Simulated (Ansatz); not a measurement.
# Changed inputs in constrained RPA: VOCl (Pmmn)

Wanted: the sensitivity and cost of U and J for VOCl (Pmmn).

Calculated with Ansatz 0.2.0; constrained RPA on LDA, plane waves, PAW.

This is a report of a sequence of runs, with most program output left out.

### Step 1. The starting structure

The structure is orthorhombic, space group Pmmn (No. 59). The conventional cell has a = 3.300 Å, b = 3.780 Å, c = 7.910 Å, α = 90.00°, β = 90.00°, γ = 90.00°. Nearest to V lie 4 O at 1.97 to 2.08 Å and 2 Cl at 2.36 Å. Nearest to Cl lie 2 V at 2.36 Å. O has 4 V at 1.97 to 2.08 Å nearest. Farther neighbours and most contacts between anions are not listed.

As a file:

```cif
data_structure
_symmetry_space_group_name_H-M 'Pmmn:1'
_symmetry_Int_Tables_number 59
_cell_length_a 3.3000
_cell_length_b 3.7800
_cell_length_c 7.9100
_cell_angle_alpha 90.000
_cell_angle_beta 90.000
_cell_angle_gamma 90.000
_cell_volume 98.67
loop_
_atom_site_label
_atom_site_type_symbol
_atom_site_symmetry_multiplicity
_atom_site_Wyckoff_symbol
_atom_site_fract_x
_atom_site_fract_y
_atom_site_fract_z
_atom_site_occupancy
V1 V 2 b 0.00000 0.50000 0.11480 1
Cl1 Cl 2 a 0.50000 0.50000 0.32790 1
O1 O 2 a 0.50000 0.50000 0.95420 1
```

The cell and positions come from the Crystallography Open Database and are kept as given unless a step says otherwise. The program's search for lower electronic states was switched off, so nothing shows that the state found is the lowest. The default PAW set here is soft_2. Its files were made with PBE.

### Step 2. Base: V d, bands v2 to c8, 6×4×2 mesh, medium accuracy

Constrained RPA screens the interaction with every transition except those inside the target bands, which a later many-body model would treat itself.

input.yaml

```yaml
crystal:
  lattice:
    - [0.0, 0.0, 3.3]
    - [0.0, -3.78, 0.0]
    - [7.91, 0.0, 0.0]
  atoms:
    - { symbol: V, position: [0.0, 0.5, 0.1148] }
    - { symbol: V, position: [0.5, 0.0, 0.8852] }
    - { symbol: Cl, position: [0.5, 0.5, 0.3279] }
    - { symbol: Cl, position: [0.0, 0.0, 0.6721] }
    - { symbol: O, position: [0.5, 0.5, 0.9542] }
    - { symbol: O, position: [0.0, 0.0, 0.0458] }
kpoints:
  mp_grid: { grid: [12, 8, 4] }
hamiltonian:
  xc: lda
scf:
  occupations: { method: gaussian, width: 0.08 }
  n_extra_bands: 24
  max_iter: 150
  lower_state_search: "off"
output:
  crpa:
    kmesh: [6, 4, 2]
    target_bands: [v2, c8]
    projections: [{ species: V, l: d, shell: 3 }]
  local_orbitals:
    kmesh: [12, 8, 4]
    orbitals: [{ species: V, l: d, shell: 3 }]
    window: { bands: [v2, c8] }
    seedname: lo
```

Launch:

```console
$ ansatz run input.yaml --threads 4 --pin off --max-ram 14745MiB --backend cpu --events-out ev --progress --plain --runs-dir out
```

It took 14 min on 4 threads of Arm Neoverse V1, shared host; peak memory 0.86 GiB; 56 min of CPU time.

Numbers from this step:

```
U                                                 : 4.205 eV
U prime (inter-orbital)                           : 3.351 eV
J                                                 : 0.4198 eV
bare V                                            : 16.46 eV
bare J                                            : 0.5474 eV
stated bound on U                                 : 0.006248 eV
U over bare V                                     : 0.2554
electrons in the window                           : 4.000
head of the constrained inverse dielectric matrix : 0.2561
least eigenvalue of the projection's overlap      : 0.6059
target functions                                  : 10
bands in the sums                                 : 68
r.m.s. miss of the model bands                    : 1.03e-4 eV
width of the target bands                         : 3.627 eV
weight of the projected orbitals in the window    : 0.8079
```

On the V d shell, screening brings the on-site interaction from 16.5 eV down to U = 4.20 eV.

### Step 3. Changed: 4×4×2 mesh

input.yaml, as its differences from that of step 2:

```diff
@@ -23,9 +23,4 @@
   crpa:
-    kmesh: [6, 4, 2]
+    kmesh: [4, 4, 2]
     target_bands: [v2, c8]
     projections: [{ species: V, l: d, shell: 3 }]
-  local_orbitals:
-    kmesh: [12, 8, 4]
-    orbitals: [{ species: V, l: d, shell: 3 }]
-    window: { bands: [v2, c8] }
-    seedname: lo
```

Elapsed: 7.1 min, on 4 threads; peak memory 0.8 GiB.

Numbers from this step:

* U: 4.230 eV
* U prime (inter-orbital): 3.376 eV
* J: 0.4203 eV
* bare V: 16.49 eV
* bare J: 0.5477 eV
* stated bound on U: 0.006294 eV
* U over bare V: 0.2566
* electrons in the window: 4.000
* head of the constrained inverse dielectric matrix: 0.2567
* least eigenvalue of the projection's overlap: 0.6059
* target functions: 10
* bands in the sums: 68
* width of the target bands: 3.627 eV
* weight of the projected orbitals in the window: 0.8079

On the V d shell, screening brings the on-site interaction from 16.5 eV down to U = 4.23 eV.

### Step 4. Changed: 2×2×2 mesh

input.yaml, as its differences from that of step 3:

```diff
@@ -23,3 +23,3 @@
   crpa:
-    kmesh: [4, 4, 2]
+    kmesh: [2, 2, 2]
     target_bands: [v2, c8]
```

The job ended after 70 s (4 threads; peak memory 0.71 GiB; 4.5 min of CPU time).

This step gave:

| Quantity | Value |
| --- | --- |
| U | 4.418 eV |
| U prime (inter-orbital) | 3.557 eV |
| J | 0.4198 eV |
| bare V | 16.60 eV |
| bare J | 0.5456 eV |
| stated bound on U | 0.007565 eV |
| U over bare V | 0.2662 |
| electrons in the window | 4.000 |
| head of the constrained inverse dielectric matrix | 0.2541 |
| least eigenvalue of the projection's overlap | 0.6389 |
| target functions | 10 |
| bands in the sums | 68 |
| width of the target bands | 3.627 eV |
| weight of the projected orbitals in the window | 0.8079 |

On the V d shell, screening brings the on-site interaction from 16.6 eV down to U = 4.42 eV.

### Step 5. Changed: sums over states on smooth products

input.yaml, as its differences from that of step 4:

```diff
@@ -23,4 +23,8 @@
   crpa:
-    kmesh: [2, 2, 2]
+    kmesh: [6, 4, 2]
     target_bands: [v2, c8]
     projections: [{ species: V, l: d, shell: 3 }]
+    accuracy: sum_over_states
+    pair_densities: pseudo
+    n_empty_bands: 52
+    ecut_chi: 136
```

It took 44 s on 4 threads; peak memory 0.64 GiB; 2.8 min of CPU time.

This variant gives U = 4.44 eV against 4.20 eV. It is a finite sum over empty states with no bound on its error and stays out of the table below.

### Step 6. Changed: volume +6 %

The cell differs from the one that the last finished run ended in (a 3.300 → 3.365 Å, b 3.780 → 3.854 Å, c 7.910 → 8.065 Å).

input.yaml, the sections that differ from step 5:

```yaml
crystal:
  lattice:
    - [0.0, 0.0, 3.364722314]
    - [0.0, -3.8541364688, 0.0]
    - [8.0651374254, 0.0, 0.0]
  atoms:
    - { symbol: V, position: [0.0, 0.5, 0.1148] }
    - { symbol: V, position: [0.5, 0.0, 0.8852] }
    - { symbol: Cl, position: [0.5, 0.5, 0.3279] }
    - { symbol: Cl, position: [0.0, 0.0, 0.6721] }
    - { symbol: O, position: [0.5, 0.5, 0.9542] }
    - { symbol: O, position: [0.0, 0.0, 0.0458] }
output:
  crpa:
    kmesh: [6, 4, 2]
    target_bands: [v2, c8]
    projections: [{ species: V, l: d, shell: 3 }]
  local_orbitals:
    kmesh: [12, 8, 4]
    orbitals: [{ species: V, l: d, shell: 3 }]
    window: { bands: [v2, c8] }
    seedname: lo
# kpoints, hamiltonian, scf: as in step 5
```

Wall time 15 min (4 threads); peak memory 0.86 GiB.

Numbers from this step:

```
U                                                 : 4.189 eV
U prime (inter-orbital)                           : 3.326 eV
J                                                 : 0.4245 eV
bare V                                            : 16.59 eV
bare J                                            : 0.5538 eV
stated bound on U                                 : 0.006396 eV
U over bare V                                     : 0.2525
electrons in the window                           : 4.000
head of the constrained inverse dielectric matrix : 0.2586
least eigenvalue of the projection's overlap      : 0.6129
target functions                                  : 10
bands in the sums                                 : 68
r.m.s. miss of the model bands                    : 8.32e-5 eV
width of the target bands                         : 3.325 eV
weight of the projected orbitals in the window    : 0.8155
```

On the V d shell, screening brings the on-site interaction from 16.6 eV down to U = 4.19 eV.

### Step 7. Changed: r2SCAN

This step: constrained RPA on r2SCAN, plane waves, PAW.

input.yaml, the sections that differ from step 6:

```yaml
crystal:
  lattice:
    - [0.0, 0.0, 3.3]
    - [0.0, -3.78, 0.0]
    - [7.91, 0.0, 0.0]
  atoms:
    - { symbol: V, position: [0.0, 0.5, 0.1148] }
    - { symbol: V, position: [0.5, 0.0, 0.8852] }
    - { symbol: Cl, position: [0.5, 0.5, 0.3279] }
    - { symbol: Cl, position: [0.0, 0.0, 0.6721] }
    - { symbol: O, position: [0.5, 0.5, 0.9542] }
    - { symbol: O, position: [0.0, 0.0, 0.0458] }
hamiltonian:
  xc: r2scan
output:
  crpa:
    kmesh: [6, 4, 2]
    target_bands: [v2, c8]
    projections: [{ species: V, l: d, shell: 3 }]
# kpoints, scf: as in step 6
```

Run time: 24 min. Hardware: 4 threads; peak memory 1.1 GiB.

This step gave:

| Item | Value |
| --- | --- |
| U | 4.663 eV |
| U prime (inter-orbital) | 3.761 eV |
| J | 0.4433 eV |
| bare V | 16.94 eV |
| bare J | 0.5700 eV |
| stated bound on U | 0.006755 eV |
| U over bare V | 0.2753 |
| electrons in the window | 4.000 |
| head of the constrained inverse dielectric matrix | 0.2792 |
| least eigenvalue of the projection's overlap | 0.6323 |
| target functions | 10 |
| bands in the sums | 68 |
| width of the target bands | 3.848 eV |
| weight of the projected orbitals in the window | 0.8198 |

On the V d shell, screening brings the on-site interaction from 16.9 eV down to U = 4.66 eV.

### Step 8. Side by side

Times are wall times on 4 threads of Arm Neoverse V1, shared host, good to a factor of about two.

| run | bare V (eV) | U (eV) | J (eV) | bound on U (eV) | width (eV) | time |
| --- | --- | --- | --- | --- | --- | --- |
| target window | 16.46 | 4.205 | 0.420 | 0.0062 | 3.63 | 14 min |
| 4×4×2 mesh | 16.49 | 4.230 | 0.420 | 0.0063 | 3.63 | 7.1 min |
| 2×2×2 mesh | 16.60 | 4.418 | 0.420 | 0.0076 | 3.63 | 70 s |
| volume +6 % | 16.59 | 4.189 | 0.425 | 0.0064 | 3.33 | 15 min |
| r2SCAN | 16.94 | 4.663 | 0.443 | 0.0068 | 3.85 | 24 min |

### Step 9. What came out

| Property | Result |
| --- | --- |
| target window | U 4.20 eV, J 0.42 eV |
| 4×4×2 mesh | U 4.23 eV, J 0.42 eV |
| 2×2×2 mesh | U 4.42 eV, J 0.42 eV |
| volume +6 % | U 4.19 eV, J 0.42 eV |
| r2SCAN | U 4.66 eV, J 0.44 eV |

4×4×2 mesh moves U by +0.03 eV at 0.49 times the time. 2×2×2 mesh moves U by +0.21 eV at 0.081 times the time. Volume +6 % moves U by −0.02 eV. r2SCAN moves U by +0.46 eV. The printed bound covers the solver alone, not the mesh, and no denser mesh than the base was run. The parent state is non-magnetic and the interaction static (zero frequency); U depends on the window and the orbitals, so it belongs to this model alone.

[Paths, hosts, dates, memory and timing lines, banners, echoed tables and standing remarks are left out of the program output.]

[Logs are printed without paths, hosts, clocks, repeated set-up lines and the standing remarks that a program may print on its own settings, such as how far it seeks lower states.]

[Runs of the session that timed out or met a known fault of the program may be left out.]

[Hosts, paths, dates, database ids (printed as entryN), source tags and the programs' standing remarks are cut or masked in the printed files.]
